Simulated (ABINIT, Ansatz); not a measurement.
# Iridium (Fm-3m): from the cell to the phonon bands

Aim: the phonon dispersion of Iridium (Fm-3m), checked by a second program.

Calculated with ABINIT 10.8.3; DFT LDA, scalar-relativistic, plane waves, PseudoDojo norm-conserving pseudopotentials.

The database entry behind the starting cell differs from later determinations by our own check (0.1 to 0.3 % short, probably kX units), so it need not match the best structure at ambient conditions.

**1. The structure**

The structure is cubic, space group Fm-3m (No. 225). Conventional cell: a = 3.831 Å, b = 3.831 Å, c = 3.831 Å, α = 90.00°, β = 90.00°, γ = 90.00°. Nearest to Ir lie 12 Ir at 2.71 Å.

**2. A probe with smearing**

A first run with smearing and empty bands tells whether the crystal has a gap, which decides between fixed occupations and smearing later on.

Input file probe.abi:

```
# ground state
tolvrs 1.0d-08
prtden 1
prtwf 1

# basis, mesh and filling
ecut 30.0
ngkpt 8 8 8
nshiftk 1
shiftk 0.0 0.0 0.0
istwfk *1
occopt 7
tsmear 0.005
nband 15
nstep 100
diemac 9.0
prtebands 0
prtgsr 0
useylm 1

# cell and atoms
acell 5.119395628 5.119395628 5.119395628
rprim 
    0.0 0.7071067812 0.7071067812
    0.7071067812 0.0 0.7071067812
    0.7071067812 0.7071067812 0.0
ntypat 1
znucl 77
natom 1
typat 1
xred 
    0.0 0.0 0.0
pp_dirpath "./pseudo"
pseudos "Ir.upf"
```

Launch:

```bash
$ OMP_NUM_THREADS=1 mpirun -n 8 abinit probe.abi > probe.log
```

Numbers of over 12 decimals in the logs are rounded to 6 here.

probe.abo, the main output file:

```text
[banners, grids, parts of the stress and lines that vanish by symmetry left out]
- input  file    -> probe.abi
- output file    -> probe.abo
- root for input  files -> probei
[...]
Symmetries : space group Fm -3 m (#225); Bravais cF (face-center cubic)
[...]
mpw =         755          nfft =       19683          nkpt =          29
[...]
== DATASET  1 ==================================================================
[...]
cutoff_energies: {ecut:  30.0, pawecutdg:  -1.0, }
[...]
ETOT  1  -114.93559318655    -1.149E+02 2.719E-01 1.254E+01
 ETOT  2  -114.95718325051    -2.159E-02 5.079E-02 6.318E+00
 ETOT  3  -114.95913382480    -1.951E-03 1.859E-02 2.818E-03
 ETOT  4  -114.95913538091    -1.556E-06 4.072E-03 3.639E-05
 ETOT  5  -114.95913539191    -1.100E-08 2.094E-03 2.017E-07
 ETOT  6  -114.95913539196    -5.033E-11 5.466E-04 1.884E-10
 At SCF step    6       vres2   =  1.88E-10 < tolvrs=  1.00E-08 =>converged.
[...]
sigma(1 1)=  2.00665739E-04  sigma(3 2)=  0.00000000E+00
  sigma(2 2)=  2.00665739E-04  sigma(3 1)=  0.00000000E+00
  sigma(3 3)=  2.00665739E-04  sigma(2 1)=  0.00000000E+00
[...]
convergence: {deltae: -5.033E-11, res2:  1.884E-10, residm:  5.466E-04, diffor: null, }
etotal    :  -1.14959135E+02
[...]
sigma(1 1)=  2.00665739E-04  sigma(3 2)=  0.00000000E+00
  sigma(2 2)=  2.00665739E-04  sigma(3 1)=  0.00000000E+00
  sigma(3 3)=  2.00665739E-04  sigma(2 1)=  0.00000000E+00
[...]
- sigma(1 1)=  5.90378987E+00  sigma(3 2)=  0.00000000E+00
- sigma(2 2)=  5.90378987E+00  sigma(3 1)=  0.00000000E+00
- sigma(3 3)=  5.90378987E+00  sigma(2 1)=  0.00000000E+00
[...]
fcart     -0.0000000000E+00 -0.0000000000E+00 -0.0000000000E+00
           strten      2.0066573889E-04  2.0066573889E-04  2.0066573889E-04
================================================================================

[key lines of the parts left out:]
pressure_GPa:  -5.9038E+00
```

Elapsed: 2.6 s, on 8 MPI ranks of AMD EPYC 9B14 (Zen 4), shared host.

Numbers from this step:

```yaml
volume_per_atom: 14.06 Å³
pressure: -5.904 GPa
gap_on_the_k_mesh: 0 eV
```

No gap opens on this mesh, so smearing is kept; the printed pressure holds the stress of the finite basis too.

**3. Relaxing the cell and atoms**

The harmonic expansion needs vanishing forces, and a free crystal bears no stress, so cell and atoms are brought to rest. Stress is more sensitive to the basis than forces are: the last 3 Ha under the cutoff are smoothed with ecutsm, and the cutoff is raised above that of the later runs.

Input file relax.abi:

```
# relaxation
ionmov 2
optcell 2
dilatmx 1.08
ntime 40
tolmxf 1.0d-05
tolvrs 1.0d-14
prtwf 0
prtden 0
chksymtnons 0

# basis, mesh and filling
ecut 38.0
ecutsm 3.0
ngkpt 16 16 16
nshiftk 1
shiftk 0.0 0.0 0.0
istwfk *1
occopt 7
tsmear 0.01
nband 15
nstep 100
diemac 1000000.0
prtebands 0
prtgsr 0
useylm 1

# cell and atoms
acell 5.119395628 5.119395628 5.119395628
rprim 
    0.0 0.7071067812 0.7071067812
    0.7071067812 0.0 0.7071067812
    0.7071067812 0.7071067812 0.0
ntypat 1
znucl 77
natom 1
typat 1
xred 
    0.0 0.0 0.0
pp_dirpath "./pseudo"
pseudos "Ir.upf"
```

Launch:

```bash
$ OMP_NUM_THREADS=1 mpirun -n 8 abinit relax.abi > relax.log
```

relax.abo, the main output file:

```text
[banners, grids, parts of the stress and lines that vanish by symmetry left out]
- input  file    -> relax.abi
- output file    -> relax.abo
- root for input  files -> relaxi
[...]
Symmetries : space group Fm -3 m (#225); Bravais cF (face-center cubic)
[...]
mpw =        1363          nfft =       32768          nkpt =         145
[...]
== DATASET  1 ==================================================================
[...]
cutoff_energies: {ecut:  38.0, pawecutdg:  -1.0, }
[...]
ETOT  1  -114.93129945736    -1.149E+02 2.991E-01 2.184E+01
 ETOT  2  -114.96046041349    -2.916E-02 1.235E-01 9.985E+00
 ETOT  3  -114.96231939380    -1.859E-03 1.568E-02 1.278E-02
 ETOT  4  -114.96232224961    -2.856E-06 4.821E-03 1.223E-04
 ETOT  5  -114.96232227187    -2.226E-08 1.143E-03 6.951E-07
[...]
At SCF step    9       vres2   =  2.37E-15 < tolvrs=  1.00E-14 =>converged.
[...]
sigma(1 1)=  2.19208739E-04  sigma(3 2)=  0.00000000E+00
  sigma(2 2)=  2.19208739E-04  sigma(3 1)=  0.00000000E+00
  sigma(3 3)=  2.19208739E-04  sigma(2 1)=  0.00000000E+00
[...]
convergence: {deltae: -1.137E-12, res2:  2.374E-15, residm:  2.387E-04, diffor: null, }
etotal    :  -1.14962322E+02
[...]
ETOT  1  -114.95957217910    -1.150E+02 9.892E-02 1.680E+01
[...]
At SCF step    8       vres2   =  7.10E-16 < tolvrs=  1.00E-14 =>converged.
[...]
sigma(1 1)= -4.40223204E-05  sigma(3 2)=  0.00000000E+00
  sigma(2 2)= -4.40223204E-05  sigma(3 1)=  0.00000000E+00
  sigma(3 3)= -4.40223204E-05  sigma(2 1)=  0.00000000E+00
[...]
convergence: {deltae: -3.340E-12, res2:  7.095E-16, residm:  8.919E-05, diffor: null, }
etotal    :  -1.14962490E+02
[...]
ETOT  1  -114.96241698960    -1.150E+02 7.187E-05 4.587E-01
[...]
At SCF step    7       vres2   =  2.81E-15 < tolvrs=  1.00E-14 =>converged.
[...]
sigma(1 1)=  1.22980437E-06  sigma(3 2)=  0.00000000E+00
  sigma(2 2)=  1.22980437E-06  sigma(3 1)=  0.00000000E+00
  sigma(3 3)=  1.22980437E-06  sigma(2 1)=  0.00000000E+00
[...]
convergence: {deltae:  5.500E-12, res2:  2.806E-15, residm:  2.090E-05, diffor: null, }
etotal    :  -1.14962497E+02
[...]
ETOT  1  -114.96249650273    -1.150E+02 1.795E-05 3.407E-04
[...]
ETOT  5  -114.96249656185     2.373E-12 2.351E-05 2.767E-12
 ETOT  6  -114.96249656185    -3.823E-12 1.038E-05 1.659E-15
 At SCF step    6       vres2   =  1.66E-15 < tolvrs=  1.00E-14 =>converged.
[...]
sigma(1 1)=  6.50660609E-09  sigma(3 2)=  0.00000000E+00
  sigma(2 2)=  6.50660614E-09  sigma(3 1)=  0.00000000E+00
  sigma(3 3)=  6.50660607E-09  sigma(2 1)=  0.00000000E+00
[...]
convergence: {deltae: -3.823E-12, res2:  1.659E-15, residm:  1.038E-05, diffor: null, }
etotal    :  -1.14962497E+02
[...]
At Broyd/MD step   4, gradients are converged :
[...]
sigma(1 1)=  6.50660609E-09  sigma(3 2)=  0.00000000E+00
  sigma(2 2)=  6.50660614E-09  sigma(3 1)=  0.00000000E+00
  sigma(3 3)=  6.50660607E-09  sigma(2 1)=  0.00000000E+00
[...]
- sigma(1 1)=  1.91430960E-04  sigma(3 2)=  0.00000000E+00
- sigma(2 2)=  1.91430962E-04  sigma(3 1)=  0.00000000E+00
- sigma(3 3)=  1.91430960E-04  sigma(2 1)=  0.00000000E+00
[...]
fcart     -0.0000000000E+00 -0.0000000000E+00 -0.0000000000E+00
           strten      6.5066060942E-09  6.5066061358E-09  6.5066060734E-09
================================================================================

[key lines of the parts left out:]
pressure_GPa:  -1.9143E-04
Total energy (etotal) [Ha]= -1.14962496561853E+02
```

Elapsed: 31 s, on 8 MPI ranks.

The steps of the relaxation:

```
step  energy less that of the first step (eV)  largest force (eV/Å)  volume (Å³)
   1                                   0.0000                0.0000        14.06
   2                                  -0.0046                0.0000        13.78
   3                                  -0.0047                0.0000        13.83
   4                                  -0.0047                0.0000        13.83
```

```
conventional cell, symmetrised  before  after  change
                         a (Å)   3.831  3.810  -0.6 %
                         b (Å)   3.831  3.810  -0.6 %
                         c (Å)   3.831  3.810  -0.6 %
              volume (Å³/atom)   14.06  13.83  -1.6 %
```

The relaxed structure:

```xyz
1
Lattice="0.0000 1.9050 1.9050 1.9050 0.0000 1.9050 1.9050 1.9050 0.0000" Properties=species:S:1:pos:R:3 pbc="T T T"
Ir    0.0000    0.0000    0.0000
```

This step gave:

```
volume per atom : 13.83 Å³
pressure        : -1.91e-4 GPa
```

The volume changes by -1.6 % in this run and stands -1.6 % from the first cell.

**4. Self-consistent run for the response**

The response is built on these wavefunctions, so the potential is converged far more tightly than an energy would need. Smearing stays on, as the first look found no gap above 0.3 eV.

Input file gs.abi:

```
# ground state
tolvrs 1.0d-16
prtden 1
prtwf 1

# basis, mesh and filling
ecut 30.0
ngkpt 16 16 16
nshiftk 1
shiftk 0.0 0.0 0.0
istwfk *1
occopt 7
tsmear 0.01
nband 15
nstep 100
diemac 1000000.0
prtebands 0
prtgsr 0
useylm 1

# cell and atoms
acell 5.091116282 5.091116282 5.091116282
rprim 
    0.0 0.7071067812 0.7071067812
    0.7071067812 0.0 0.7071067812
    0.7071067812 0.7071067812 0.0
ntypat 1
znucl 77
natom 1
typat 1
xred 
    0.0 0.0 0.0
pp_dirpath "./pseudo"
pseudos "Ir.upf"
```

Launch:

```bash
$ OMP_NUM_THREADS=1 mpirun -n 8 abinit gs.abi > gs.log
```

gs.abo, the main output file:

```text
[banners, grids, parts of the stress and lines that vanish by symmetry left out]
- input  file    -> gs.abi
- output file    -> gs.abo
- root for input  files -> gsi
[...]
Symmetries : space group Fm -3 m (#225); Bravais cF (face-center cubic)
[...]
mpw =         754          nfft =       19683          nkpt =         145
[...]
== DATASET  1 ==================================================================
[...]
cutoff_energies: {ecut:  30.0, pawecutdg:  -1.0, }
[...]
ETOT  1  -114.93572703054    -1.149E+02 2.761E-01 1.295E+01
 ETOT  2  -114.96059420384    -2.487E-02 2.872E-02 5.808E+00
 ETOT  3  -114.96237055204    -1.776E-03 5.604E-03 8.105E-03
 ETOT  4  -114.96237342214    -2.870E-06 1.875E-03 1.005E-04
 ETOT  5  -114.96237345193    -2.980E-08 2.235E-03 4.291E-07
[...]
ETOT  9  -114.96237345204     1.251E-12 1.737E-04 1.046E-15
 ETOT 10  -114.96237345204    -2.174E-12 1.424E-04 6.968E-20
 At SCF step   10       vres2   =  6.97E-20 < tolvrs=  1.00E-16 =>converged.
[...]
sigma(1 1)=  1.56865014E-05  sigma(3 2)=  0.00000000E+00
  sigma(2 2)=  1.56865014E-05  sigma(3 1)=  0.00000000E+00
  sigma(3 3)=  1.56865014E-05  sigma(2 1)=  0.00000000E+00
[...]
convergence: {deltae: -2.174E-12, res2:  6.968E-20, residm:  1.424E-04, diffor: null, }
etotal    :  -1.14962373E+02
[...]
sigma(1 1)=  1.56865014E-05  sigma(3 2)=  0.00000000E+00
  sigma(2 2)=  1.56865014E-05  sigma(3 1)=  0.00000000E+00
  sigma(3 3)=  1.56865014E-05  sigma(2 1)=  0.00000000E+00
[...]
- sigma(1 1)=  4.61512806E-01  sigma(3 2)=  0.00000000E+00
- sigma(2 2)=  4.61512806E-01  sigma(3 1)=  0.00000000E+00
- sigma(3 3)=  4.61512806E-01  sigma(2 1)=  0.00000000E+00
[...]
fcart     -0.0000000000E+00 -0.0000000000E+00 -0.0000000000E+00
           strten      1.5686501428E-05  1.5686501428E-05  1.5686501428E-05
================================================================================

[key lines of the parts left out:]
pressure_GPa:  -4.6151E-01
```

The job ended after 8.5 s (8 MPI ranks; 66 s of CPU time).

This step gave:

* pressure: -0.4615 GPa

The cell stands at -0.46 GPa: the relaxation ran with a smoothed and higher cutoff, and the difference is a stress of the finite basis.

(Continued in part 2 of 4.)

[Host names and launcher messages were left out of these logs when they were recorded.]

[Logs are printed without paths, hosts, clocks, repeated set-up lines and the standing remarks that a program may print on its own settings, such as how far it seeks lower states.]

[Hosts, paths, dates, database ids (printed as entryN), source tags and the programs' standing remarks are cut or masked in the printed files.]
